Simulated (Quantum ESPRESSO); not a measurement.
# Voltage at the next charge: Zr(0001), 4 layers against an electrode

Method. Quantum ESPRESSO 7.5, PBE, GBRV ultrasoft; ESM with bc3, a metal electrode 7.02 Å above the top atoms; cell area 9.035 Å²; ions fixed. V is the potential energy of an electron at the electrode over the slab's Fermi level, divided by e, so that it equals the work function at zero charge; positive charge removes electrons.

```
charge (e a cell)  V (V)
                0  4.162
           0.0136  5.434
           0.0271  6.725
```

To predict: What is V at a charge of 0.0542 e, and what capacitance do the rows imply?

**Worked estimate.** The last two rows give dV/dq = (6.725 − 5.434)/(0.0271 − 0.0136) = 95.6 V/e, so C = 1602/(9.035 × 95.6) = 1.85 µF/cm², an effective gap of 8.854/1.85 = 4.77 Å. At constant C, V = 6.725 + 95.6 × 0.0271 = 9.32 V.

**Check.** V = 9.382 V; the estimate misses by −0.07 V, 2.5 % of the step. Over the three intervals C goes 1.90, 1.85 and 1.81 µF/cm²: it falls as electrons leave, the surface charge drawing back towards the atoms.

**Limits.** Vacuum fills the gap; a dielectric or electrolyte would change C. The slab is thin.

[Logs are printed without paths, hosts, clocks, repeated set-up lines and the standing remarks that a program may print on its own settings, such as how far it seeks lower states.]
